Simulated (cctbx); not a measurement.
# What resolution and counting buy: Ce3Eu2InAu3

Space group Amm2 (no. 38), a = 4.5450 Å, b = 13.9340 Å, c = 8.1040 Å, α = 90.00°, β = 90.00°, γ = 90.00°.

| atom | mult. | x | y | z | Ueq (Å²) |
| --- | --- | --- | --- | --- | --- |
| Au1 | 2 | 0 | 0 | 0.9970 | 0.0072 |
| Au2 | 4 | 1/2 | 0.8320 | 0.5097 | 0.0081 |
| Eu1 | 4 | 1/2 | 0.3784 | 0.3849 | 0.0141 |
| Ce1 | 4 | 0 | 0.2088 | 0.2134 | 0.0154 |
| Ce2 | 2 | 0 | 0 | 0.5868 | 0.0174 |
| In1 | 2 | 1/2 | 0 | 0.2483 | 0.0129 |

This is a model crystal, built by substitution and not relaxed, with assumed displacement parameters.

Five simulated data sets (cctbx; Mo Kα, λ = 0.71073 Å; 1.5 % proportional error) differ in resolution or exposure (noise floor 8 counts in the first three, 8 in the last two). Each is refined with the right model, isotropic at 1.1 Å and anisotropic otherwise. How do the figures of merit and the uncertainties move?

| d min (Å) | top counts | ⟨I/σ⟩ (unmerged, absences included) | unique | param. (scale apart) | Rint | R1 | GooF | largest s.u. xyz (fractional) | s.u. U of In1 (Å²) | largest error (Å) |
| --- | --- | --- | --- | --- | --- | --- | --- | --- | --- | --- |
| 1.1 | 40000 | 17.2 | 253 | 15 | 0.015 | 0.0112 | 1.69 | 0.00021 | 0.0006 | 0.0090 |
| 0.84 | 40000 | 15.2 | 537 | 30 | 0.016 | 0.0073 | 0.94 | 0.00008 | 0.0003 | 0.0009 |
| 0.6 | 40000 | 11.6 | 1427 | 30 | 0.020 | 0.0095 | 0.92 | 0.00005 | 0.0002 | 0.0175 |
| 0.75 | 300 | 0.7 | 741 | 30 | 0.376 | 0.0975 | 0.92 | 0.00160 | 0.0082 | 0.0283 |
| 0.75 | 3000 | 3.8 | 741 | 30 | 0.067 | 0.0284 | 0.92 | 0.00027 | 0.0012 | 0.0064 |

GooF reaches 1.69 where the model lacks something that the data hold (anisotropy at the isotropic level, for one). The s.u. of U for In1 goes 0.0006, 0.0003, 0.0002 Å² with resolution and 0.0082, 0.0012 Å² with exposure.

The 1.1 Å row also differs in its displacement model, so it isn't a clean test of resolution.

Hardware for the 0.6 Å refinement: 0.48 s on 1 thread of Arm Neoverse V1, with other jobs on the host, peak memory 0.09 GiB.
